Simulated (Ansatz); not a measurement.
**LiCoNi6: relaxing a made-up structure**

Starting from a made-up structure for LiCoNi6, the aim is the relaxed cell, its shortest contacts and, where a second run follows, its electronic structure.

Program: Ansatz 0.2.0. Level of theory: DFT, PBEsol, plane-wave PAW, files of the set soft_1, scalar-relativistic, ferromagnetic start, cell and ions relaxed at zero pressure; PAW set soft_1, in the first sound run; inputs show where later runs differ. Results are calculated unless marked as measured.

## 1. Set-up

It takes space group Amm2 (No. 38, orthorhombic). The conventional cell has a = 3.766 Å, b = 4.949 Å, c = 8.241 Å, α = 90.00°, β = 90.00°, γ = 90.00°. Nearest to Ni lie 2 Li at 2.34 Å and 10 Ni at 2.37 to 2.48 Å. Nearest to Ni lie 8 Ni at 2.24 to 2.48 Å and 2 Co at 2.28 Å. Ni has 6 Ni at 2.24 to 2.41 Å and 2 Co at 2.32 Å and 2 Li at 2.36 Å nearest. Nearest to Ni lie 8 Ni at 2.36 to 2.58 Å and 2 Li at 2.39 to 2.42 Å and 2 Co at 2.40 to 2.41 Å. Nearest to Co lie 10 Ni at 2.28 to 2.41 Å and 2 Li at 2.47 Å. Li has 10 Ni at 2.34 to 2.42 Å and 2 Co at 2.47 Å nearest. Farther neighbours are not listed.

## 2. Relaxation of the guess

The guess takes its coordinates from another compound and its volume from a rule, so the cell and any free coordinates are relaxed together.

Contents of input.yaml:

```yaml
crystal:
  lattice:
    - [3.766, 0.0, 0.0]
    - [0.0, 2.4745, 4.1205]
    - [0.0, -2.4745, 4.1205]
  atoms:
    - { symbol: Ni, position: [0.0, 0.1644, 0.1644], spin: 1.0 }
    - { symbol: Ni, position: [0.0, 0.684, 0.684], spin: 1.0 }
    - { symbol: Ni, position: [0.0, 0.6699, 0.1561], spin: 1.0 }
    - { symbol: Ni, position: [0.0, 0.1561, 0.6699], spin: 1.0 }
    - { symbol: Ni, position: [0.5, 0.8252, 0.347], spin: 1.0 }
    - { symbol: Ni, position: [0.5, 0.347, 0.8252], spin: 1.0 }
    - { symbol: Co, position: [0.5, 0.8393, 0.8393], spin: 2.0 }
    - { symbol: Li, position: [0.5, 0.3339, 0.3339] }
magnetization:
  spin_polarized: true
kpoints:
  mp_grid: { grid: [7, 6, 6] }
scf:
  occupations: { method: fermi_dirac, width: 0.05 }
hamiltonian:
  xc: pbesol
  pseudopotentials: { kind: paw, azcp: { folder: soft_1 }, xc_functional: pbe }
relax:
  f_tol: 0.015
  max_steps: 70
  cell: {}
output:
  forces: true
  stress: true
```

On the command line:

```console
$ ansatz run input.yaml --threads 4 --pin off --max-ram 10240MiB --backend cpu --events-out ev --progress --plain --runs-dir out
```

Numbers of over 12 decimals in the logs are rounded to 6 here.

The log of the run:

```text
Engine: ansatz 0.2.0, aarch64-unknown-linux-gnu
Pseudopotentials: kind: paw
Pseudopotential: Ni, paw, valence charge 18, recommended cutoff 420 eV (normal), soft_1/Ni.paw.azcp
Pseudopotential: Co, paw, valence charge 17, recommended cutoff 420 eV (normal), soft_1/Co.paw.azcp
Pseudopotential: Li, paw, valence charge 3, recommended cutoff 420 eV (normal), soft_1/Li.paw.azcp
Functional definition: PBEsol
  exchange = pbesol_x
  correlation = pbesol_c
Crystal: 8 atoms, lattice volume = 76.798 Å³
Basis set: ecut = 420 eV, 1497 PW (Γ), exchange–correlation on 54×72×72 points (8 copies of the dense FFT grid, shifted against one another)
Bands: 82, of which v1, the nominal top of the filled ones, is band 64 counted from 1 (63 counted from 0)
Symmetry: 4 space group operations
Space group: Amm2 (ITA 38), of the structure as read, at distance tolerance 4.3e-5 Å
Magnetic group: BNS 38.187 (UNI 285), of the structure as read, at distance tolerance 4.3e-5 Å
k-points: 52 of 252 (time reversal used)
Non-local potential: Ni, projectors of the file, l = 0: 3, l = 1: 2, l = 2: 3, l = 3: 1
Non-local potential: Co, projectors of the file, l = 0: 3, l = 1: 2, l = 2: 3, l = 3: 1
Non-local potential: Li, projectors of the file, l = 0: 3, l = 1: 2, l = 2: 1
PAW form: soft (Blöchl's): semilocal exchange-correlation on the pseudo side does not see the compensation charge
PAW frozen core: Ni, regenerated for the run's functional, and the local potential with it (the file was generated under x = pbe(κ = 0.804, μ = 0.219515), c = pbe(β = 0.066725))
PAW frozen core: Co, regenerated for the run's functional, and the local potential with it (the file was generated under x = pbe(κ = 0.804, μ = 0.219515), c = pbe(β = 0.066725))
PAW one-centre angular grid: Ni, 590 points (default); XC on 64 Gauss nodes
PAW one-centre angular grid: Co, 590 points (default); XC on 64 Gauss nodes
PAW one-centre angular grid: Li, 110 points (default); XC on 64 Gauss nodes
Initial density: superposition of atomic densities (chi_scale 0.1, normalization cell, long waves kept (reshape's long-wave potential 0.00 eV rms))
Starting moments: Σ|m| = 8 μB on 7 of 8 sites
Initial wavefunctions: pseudopotential atomic-orbital guess
Functional: x = pbesol(κ = 0.804, μ = 0.123457), c = pbesol(β = 0.046)
SCF iter   1: F=—  HF=-40123.038934 eV  |F-HF|=—  |Δ(HF+E_count)|=         —  Δρ=9.91e-2 (↑7.68e-2 ↓9.91e-2)  dr2=1.49e1  dr2_m=1.61e-1  M=7.063 μB ∫|m|=7.472 μB  β_m=0.30  ethr=3.10e-3  ⟨swp⟩=5.7  Hψ=29446  notcnv=0  defer=11
Mixer restart at iter 1: flushing history
preconditioner: auto → Kerker (q_TF=auto, 2.971 Å⁻¹)  [metal: Δε(μ)=0.001 eV  Ē_g=9.272 eV  σ=0.050 eV  W_gap=0.01  n_scr=30 (ndim 8)  ℏωp=35.5 eV  f_vac=0.000  D(μ)=8.73/eV (n_scr^D=134)]
spin=Collinear: Kerker preconditioning applied to the charge; magnetization (m = ρ↑ − ρ↓) channel mixes plain (no charge-response kernel on spin).
SCF iter   2: F=—  HF=-40118.507403 eV  |F-HF|=—  |Δ(HF+E_count)|=    4.53e0  Δρ=2.04e-2 (↑1.62e-2 ↓2.04e-2)  dr2=7.96e-1  dr2_m=7.30e-2  M=6.648 μB ∫|m|=7.178 μB  β_m=0.32  ethr=3.10e-3  ⟨swp⟩=3.0  Hψ=15280  notcnv=0  defer=766
SCF iter   3: F=—  HF=-40120.631864 eV  |F-HF|=—  |Δ(HF+E_count)|=    2.12e0  Δρ=1.69e-2 (↑1.26e-2 ↓1.69e-2)  dr2=2.43e-1  dr2_m=7.35e-2  M=6.266 μB ∫|m|=6.899 μB  β_m=0.56  ethr=6.22e-4  ⟨swp⟩=2.6  Hψ=10616  notcnv=0  defer=778
SCF iter   4: F=—  HF=-40123.693432 eV  |F-HF|=—  |Δ(HF+E_count)|=         —  Δρ=4.35e-2 (↑9.42e-3 ↓4.35e-2)  dr2=7.68e-1  dr2_m=3.67e-1  M=5.355 μB ∫|m|=5.967 μB  β_m=0.56  ethr=1.90e-4  ⟨swp⟩=3.4  Hψ=14708  notcnv=0  defer=778
Mixer restart at iter 4: flushing history
SCF iter   5: F=—  HF=-40124.653897 eV  |F-HF|=—  |Δ(HF+E_count)|=   9.60e-1  Δρ=1.59e-2 (↑1.45e-2 ↓1.59e-2)  dr2=1.64e-1  dr2_m=1.09e-1  M=5.253 μB ∫|m|=5.869 μB  β_m=0.61  ethr=1.90e-4  ⟨swp⟩=3.6  Hψ=17490  notcnv=0  defer=779
SCF iter   6: F=—  HF=-40124.853006 eV  |F-HF|=—  |Δ(HF+E_count)|=   1.99e-1  Δρ=2.45e-2 (↑7.06e-3 ↓2.45e-2)  dr2=4.58e-1  dr2_m=6.72e-2  M=5.102 μB ∫|m|=5.703 μB  β_m=0.66  ethr=1.28e-4  ⟨swp⟩=3.0  Hψ=18265  notcnv=0  defer=856
SCF iter   7: F=—  HF=-40124.910635 eV  |F-HF|=—  |Δ(HF+E_count)|=   5.76e-2  Δρ=6.65e-3 (↑3.54e-3 ↓6.65e-3)  dr2=6.23e-2  dr2_m=2.43e-3  M=4.979 μB ∫|m|=5.568 μB  β_m=0.62  ethr=1.28e-4  ⟨swp⟩=3.0  Hψ=17008  notcnv=0  defer=856
SCF iter   8: F=—  HF=-40124.887120 eV  |F-HF|=—  |Δ(HF+E_count)|=   2.35e-2  Δρ=5.00e-3 (↑3.44e-3 ↓5.00e-3)  dr2=2.50e-2  dr2_m=7.15e-4  M=4.980 μB ∫|m|=5.564 μB  β_m=0.57  ethr=4.87e-5  ⟨swp⟩=2.8  Hψ=14694  notcnv=0  defer=874
SCF iter   9: F=—  HF=-40124.896839 eV  |F-HF|=—  |Δ(HF+E_count)|=   9.72e-3  Δρ=3.18e-3 (↑2.06e-3 ↓3.18e-3)  dr2=9.11e-3  dr2_m=3.51e-4  M=5.004 μB ∫|m|=5.588 μB  β_m=0.78  ethr=1.95e-5  ⟨swp⟩=3.0  Hψ=13086  notcnv=0  defer=878
SCF iter  10: F=—  HF=-40124.900895 eV  |F-HF|=—  |Δ(HF+E_count)|=   4.06e-3  Δρ=1.80e-3 (↑1.45e-3 ↓1.80e-3)  dr2=5.50e-3  dr2_m=3.76e-5  M=5.020 μB ∫|m|=5.605 μB  β_m=0.60  ethr=7.12e-6  ⟨swp⟩=2.4  Hψ=16247  notcnv=0  defer=878
SCF iter  11: F=—  HF=-40124.899813 eV  |F-HF|=—  |Δ(HF+E_count)|=   1.08e-3  Δρ=4.91e-4 (↑2.74e-4 ↓4.91e-4)  dr2=3.86e-4  dr2_m=3.10e-5  M=5.027 μB ∫|m|=5.613 μB  β_m=0.80  ethr=4.30e-6  ⟨swp⟩=2.3  Hψ=12829  notcnv=0  defer=878
SCF iter  12: F=—  HF=-40124.899776 eV  |F-HF|=—  |Δ(HF+E_count)|=   3.72e-5  Δρ=1.24e-4 (↑9.08e-5 ↓1.24e-4)  dr2=2.46e-5  dr2_m=3.00e-6  M=5.024 μB ∫|m|=5.611 μB  β_m=0.88  ethr=3.01e-7  ⟨swp⟩=2.0  Hψ=11754  notcnv=0  defer=878
SCF iter  13: F=—  HF=-40124.899787 eV  |F-HF|=—  |Δ(HF+E_count)|=   1.11e-5  Δρ=2.77e-4 (↑1.23e-4 ↓2.77e-4)  dr2=8.15e-5  dr2_m=7.05e-6  M=5.025 μB ∫|m|=5.611 μB  β_m=0.88  ethr=1.92e-8  ⟨swp⟩=2.0  Hψ=14825  notcnv=0  defer=878
SCF iter  14: F=—  HF=-40124.899786 eV  |F-HF|=—  |Δ(HF+E_count)|=   1.27e-6  Δρ=2.08e-4 (↑9.34e-5 ↓2.08e-4)  dr2=5.27e-5  dr2_m=3.25e-6  M=5.025 μB ∫|m|=5.611 μB  β_m=0.85  ethr=1.92e-8  ⟨swp⟩=2.0  Hψ=14740  notcnv=0  defer=878
SCF iter  15: F=—  HF=-40124.899781 eV  |F-HF|=—  |Δ(HF+E_count)|=   4.24e-6  Δρ=1.68e-4 (↑7.15e-5 ↓1.68e-4)  dr2=2.47e-5  dr2_m=2.51e-6  M=5.025 μB ∫|m|=5.612 μB  β_m=0.69  ethr=1.92e-8  ⟨swp⟩=2.0  Hψ=14692  notcnv=0  defer=878
SCF iter  16: F=—  HF=-40124.899779 eV  |F-HF|=—  |Δ(HF+E_count)|=   2.23e-6  Δρ=4.31e-5 (↑2.03e-5 ↓4.31e-5)  dr2=1.56e-6  dr2_m=1.48e-7  M=5.025 μB ∫|m|=5.612 μB  β_m=0.62  ethr=1.92e-8  ⟨swp⟩=2.0  Hψ=11827  notcnv=0  defer=878
[...]
relax step   4: F+E_penalty+E_count = -40125.61464024 eV  Δ(F+E_penalty+E_count) = -1.498e-2 eV  max|allowed force component| = 4.828e-2 eV/Å  Δτ_max = 0.0398 Å  P = +0.006 GPa  Ω = 83.140 Å³  energy of the carried Pulay correction = -4.371e-3 eV  (15 SCF iters, dr2 threshold 8.00e-7 eV, accepted)
[...]
relax step   5: F+E_penalty+E_count = -40125.61469207 eV  Δ(F+E_penalty+E_count) = -5.183e-5 eV  max|allowed force component| = 2.418e-2 eV/Å  Δτ_max = 0.0083 Å  P = -0.015 GPa  Ω = 83.160 Å³  energy of the carried Pulay correction = -4.384e-3 eV  (11 SCF iters, dr2 threshold 1.46e-7 eV, accepted)
[...]
relax step   6: F+E_penalty+E_count = -40125.61490544 eV  Δ(F+E_penalty+E_count) = -2.134e-4 eV  max|allowed force component| = 8.943e-3 eV/Å  Δτ_max = 0.0060 Å  P = -0.015 GPa  Ω = 83.158 Å³  energy of the carried Pulay correction = -4.383e-3 eV  (11 SCF iters, dr2 threshold 3.65e-8 eV, accepted)
[...]
relax step   7: F+E_penalty+E_count = -40125.62112455 eV  Δ(F+E_penalty+E_count) = -6.219e-3 eV  max|allowed force component| = 9.160e-3 eV/Å  Δτ_max = 0.0000 Å  P = +0.089 GPa  Ω = 83.158 Å³  stress off target by 2.35e-1 GPa  SCF on the basis re-selected at this cell (its energy is not comparable with the rows above)  (20 SCF iters)
[...]
relax step   8: F+E_penalty+E_count = -40125.62115654 eV  Δ(F+E_penalty+E_count) = -3.199e-5 eV  max|allowed force component| = 9.681e-4 eV/Å  Δτ_max = 0.0010 Å  P = -0.009 GPa  Ω = 83.201 Å³  energy of the carried Pulay correction = -2.274e-5 eV  (9 SCF iters, dr2 threshold 1.38e-7 eV, accepted)
iter 1 solved again at ethr=6.55e-9 eV; its pass at ethr=3.10e-3 eV (dr2=8.38e-6 eV) is discarded
SCF iter   1: F=—  HF=-40125.621180 eV  |F-HF|=—  |Δ(HF+E_count)|=         —  Δρ=7.14e-6 (↑3.32e-6 ↓7.14e-6)  dr2=4.99e-9  dr2_m=9.00e-9  M=5.205 μB ∫|m|=5.889 μB  β_m=0.65  ethr=6.55e-9  ⟨swp⟩=4.4  Hψ=59736  notcnv=0
preconditioner: auto → none  [metal: Δε(μ)=0.009 eV  Ē_g=9.203 eV  σ=0.050 eV  W_gap=0.05  n_scr=8 (ndim 8)  ℏωp=34.1 eV  f_vac=0.000  D(μ)=9.50/eV (n_scr^D=136)]
SCF iter   2: F=—  HF=-40125.621180 eV  |F-HF|=—  |Δ(HF+E_count)|=   1.75e-7  Δρ=3.02e-6 (↑1.31e-6 ↓3.02e-6)  dr2=3.75e-9  dr2_m=1.26e-9  M=5.205 μB ∫|m|=5.889 μB  β_m=0.49  ethr=3.90e-12  ⟨swp⟩=2.9  Hψ=16544  notcnv=0
SCF iter   3: F=—  HF=-40125.621180 eV  |F-HF|=—  |Δ(HF+E_count)|=   2.26e-8  Δρ=1.59e-6 (↑1.49e-6 ↓1.59e-6)  dr2=1.39e-9  dr2_m=6.16e-10  M=5.205 μB ∫|m|=5.889 μB  β_m=0.46  ethr=2.93e-12  ⟨swp⟩=2.0  Hψ=15124  notcnv=0
SCF iter   4: F=—  HF=-40125.621180 eV  |F-HF|=—  |Δ(HF+E_count)|=   1.24e-8  Δρ=8.02e-7 (↑2.38e-7 ↓8.02e-7)  dr2=2.75e-10  dr2_m=1.70e-10  M=5.205 μB ∫|m|=5.889 μB  β_m=0.63  ethr=1.08e-12  ⟨swp⟩=2.0  Hψ=11875  notcnv=0
SCF iter   5: F=—  HF=-40125.621180 eV  |F-HF|=—  |Δ(HF+E_count)|=  8.59e-10  Δρ=5.48e-7 (↑2.32e-7 ↓5.48e-7)  dr2=2.78e-10  dr2_m=5.94e-11  M=5.205 μB ∫|m|=5.889 μB  β_m=0.67  ethr=1.00e-12  ⟨swp⟩=2.2  Hψ=11433  notcnv=0
SCF iter   6: F=—  HF=-40125.621180 eV  |F-HF|=—  |Δ(HF+E_count)|=  4.73e-10  Δρ=4.61e-7 (↑4.36e-7 ↓4.61e-7)  dr2=4.10e-10  dr2_m=1.43e-11  M=5.205 μB ∫|m|=5.889 μB  β_m=0.49  ethr=1.00e-12  ⟨swp⟩=2.0  Hψ=11861  notcnv=0
SCF iter   7: F=—  HF=-40125.621180 eV  |F-HF|=—  |Δ(HF+E_count)|=  8.73e-11  Δρ=9.52e-8 (↑6.26e-8 ↓9.52e-8)  dr2=1.70e-12  dr2_m=3.42e-12  M=5.205 μB ∫|m|=5.889 μB  β_m=0.59  ethr=1.00e-12  ⟨swp⟩=1.8  Hψ=9435  notcnv=0
SCF iter   8: F=—  HF=-40125.621180 eV  |F-HF|=—  |Δ(HF+E_count)|=    0.00e0  Δρ=8.07e-8 (↑4.93e-8 ↓8.07e-8)  dr2=8.90e-12  dr2_m=4.07e-13  M=5.205 μB ∫|m|=5.889 μB  β_m=0.50  ethr=1.00e-12  ⟨swp⟩=1.0  Hψ=8528  notcnv=0
SCF iter   9: F=-40125.621180 eV  HF=-40125.621180 eV  |F-HF|=0.00e0  |Δ(HF+E_count)|=  2.18e-11  Δρ=1.42e-7 (↑5.72e-8 ↓1.42e-7)  dr2=2.21e-11  dr2_m=1.73e-12  M=5.205 μB ∫|m|=5.889 μB  ethr=1.00e-12  ⟨swp⟩=2.1  Hψ=24285  notcnv=0
SCF 9 converged in 9 iterations: F = -40125.621180 eV  dr2 = 2.21e-11
relax step   9: F+E_penalty+E_count = -40125.62117980 eV  Δ(F+E_penalty+E_count) = -2.327e-5 eV  max|allowed force component| = 9.378e-4 eV/Å  Δτ_max = 0.0000 Å  P = -0.010 GPa  Ω = 83.201 Å³  stress off target by 2.33e-2 GPa  SCF on the basis re-selected at this cell (its energy is not comparable with the rows above)  (9 SCF iters)
basis re-selected at this cell: Δ(F+E_penalty+E_count) = -2.327e-5 eV, ΔP = -0.000 GPa vs the last step (what re-selecting the basis moved, of the pressure what is left beyond the Pulay correction that the steps carried, after the strain that the cell walked since its last selection, with what the two solves' SCF thresholds leave and, on support functions, any second-order correction that the steps lacked; it is no m [...]
SCF converged after 9 iterations
Magnetization: 5.2053 μB (66.6026 up, 61.3974 down)
Absolute magnetization: 5.8958 μB (∫|ρ↑−ρ↓|, with the PAW one-centre terms)
Spin contamination: 0.0933 ħ² per cell (⟨S²⟩ above its minimum at these occupations)
Per-site moments (μB) at R_I (Å): [(0.583387, 0.998621), (0.636313, 1.005243), (0.637941, 0.998621), (0.637941, 0.998621), (0.631549, 1.005207), (0.631549, 1.005207), (1.744508, 1.005207), (-0.034714, 1.007245)]
Free energy (F): -40125.621180 eV
Harris-Foulkes:  -40125.621180 eV  (|F-HF|=0.00e0)
Internal energy: -40125.541610 eV  (E = F + TS)
E sigma→0 (E₀):  -40125.581395 eV
Entropy (-TS):   -0.079569 eV (-9.946 meV/atom)
Fermi energy:    16.860944 eV
--- Per-component energies (eV) ---
  E_band       = -2155.077595
  E_kinetic    = 2354.076895
  E_local      = -20663.672420  (includes V_loc(G=0)·N_el)
  E_nonlocal   = -273.016082
  E_hartree    = 10790.308574
  E_xc         = -775.661501
  E_vxc        = -1004.987335  (∫ρ·V_xc dr)
  E_paw        = -11291.948934  (= ΣΔE_a)
  E_vpaw       = -4148.100731  (= ΣTr[D̂ρ^β])
  E_aug_tail   = 0.005758  (compensation charges beyond the density's cutoff)
  E_ewald      = -20267.006055
  E_core_change = 1.372155  (= ΣΔE_core)
  E_smearing   = -0.079569  (= −TS)
  E_closure    = -0.000000  (closes the sum)
  Σ components = -40125.621180   (vs F -40125.621180, Δ=0.00e0)
--- Forces (eV/Å), atoms counted from 1 ---
  atom   1  Ni     0.00000000     0.00000000     0.00012726
  atom   2  Ni     0.00000000     0.00000000    -0.00009941
  atom   3  Ni    -0.00000000    -0.00093781     0.00011466
  atom   4  Ni    -0.00000000     0.00093781     0.00011466
  atom   5  Ni     0.00000000     0.00012550     0.00021466
  atom   6  Ni     0.00000000    -0.00012550     0.00021466
  atom   7  Co     0.00000000     0.00000000    -0.00072654
  atom   8  Li     0.00000000     0.00000000     0.00004011
  max |Σ_I F_I| component: 6.57e-8 eV/Å
--- Stress (GPa, compression-positive) ---
        0.008133       0.000000       0.000000
        0.000000      -0.023336       0.000000
        0.000000       0.000000      -0.014362
  P = ⅓ Tr σ = -0.0099 GPa (-0.099 kbar)
--- Relaxed structure (7 steps of the walk, 7 accepted, 2 SCFs on fresh bases) ---
  F+E_penalty+E_count = -40125.62117980 eV   max|allowed force component| = 9.378e-4 eV/Å   (the final SCF, on the basis selected at the relaxed cell)
  cell:  # Å, volume = 83.2013 Å³
    - [3.992688, 0.0, 0.0]
    - [0.0, 2.465432, 4.226121]
    - [0.0, -2.465432, 4.226121]
  atoms:
    - { symbol: Ni, position: [0, 0.165447, 0.165447] }
    - { symbol: Ni, position: [0, 0.668782, 0.668782] }
    - { symbol: Ni, position: [0, 0.670327, 0.166099] }
    - { symbol: Ni, position: [0, 0.166099, 0.670327] }
    - { symbol: Ni, position: [0.500000, 0.837239, 0.338294] }
    - { symbol: Ni, position: [0.500000, 0.338294, 0.837239] }
    - { symbol: Co, position: [0.500000, 0.836647, 0.836647] }
    - { symbol: Li, position: [0.500000, 0.336964, 0.336964] }
```

The job ended after 5.4 min (4 threads of Arm Neoverse V1, shared host; peak memory 0.84 GiB; 21 min of CPU time).

The steps of the relaxation:

```
step  energy less that of the first step (eV)  largest force component (eV/Å)  pressure (GPa)  volume (Å³)
   1                                   0.0000                          2.4023           21.24        76.80
   2                                  -0.4329                          1.5420           11.00        79.53
   3                                  -0.6999                          0.4181            1.60        82.56
   4                                  -0.7149                          0.0483            0.01        83.14
   5                                  -0.7149                          0.0242           -0.01        83.16
   6                                  -0.7151                          0.0089           -0.01        83.16
  7*                                  -0.7213                          0.0092            0.09        83.16
   8                                  -0.7214                          0.0010           -0.01        83.20
  9*                                  -0.7214                          0.0009           -0.01        83.20
```

Relaxation steps marked * repeat the geometry before them on a plane-wave basis chosen anew for their cell, so energy and pressure can jump there.

The run keeps the 4 symmetry operations that it works with, so distortions that break them were not tested.

```
conventional cell, symmetrised  before  after  change
                         a (Å)   3.766  3.993  +6.0 %
                         b (Å)   4.949  4.931  -0.4 %
                         c (Å)   8.241  8.452  +2.6 %
              volume (Å³/atom)    9.60  10.40  +8.3 %
```

The atoms that moved most (Å, as changes of fractional coordinates times the final cell):

```
atom     dx      dy      dz  length
 Ni2  0.000   0.000  -0.129   0.129
 Ni5  0.000   0.051   0.014   0.053
 Ni6  0.000  -0.051   0.014   0.053
 Ni3  0.000  -0.024   0.044   0.050
 Ni4  0.000   0.024   0.044   0.050
 Li8  0.000   0.000   0.026   0.026
 Co7  0.000   0.000  -0.022   0.022
 Ni1  0.000   0.000   0.009   0.009
```

Numbers from this step:

```yaml
free_energy: -40125.6212 eV
energy_at_zero_smearing: -40125.5814 eV
smearing_term_ts: 0.07957 eV
fermi_energy: 16.86 eV
magnetization: 5.205 μB
absolute_magnetization: 5.896 μB
site_moments: 0.5834, 0.6363, 0.6379, 0.6379, 0.6315, 0.6315, 1.745, -0.03471 μB
electrons: 128
symmetry_operations: 4
pressure: -0.009855 GPa
```

Site moment by atom:

```
atom  site moment (μB)
 Ni1              0.58
 Ni2              0.64
 Ni3              0.64
 Ni4              0.64
 Ni5              0.63
 Ni6              0.63
 Co7              1.74
 Li8             -0.03
```

The shortest distance of each pair, which need not be the same contact before and after:

```
 pair  guess (Å)  relaxed (Å)
Ni–Ni      2.238        2.421
Co–Ni      2.277        2.437
Li–Ni      2.345        2.442
Co–Li      2.475        2.465
Co–Co      3.766        3.993
```

The relaxation ends with a largest force component of 9.4e-4 eV/Å and a pressure of -0.01 GPa.

[end of part 1 of 2]

[Logs are printed without paths, hosts, clocks, repeated set-up lines and the standing remarks that a program may print on its own settings, such as how far it seeks lower states.]

[Hosts, paths, dates, database ids (printed as entryN), source tags and the programs' standing remarks are cut or masked in the printed files.]
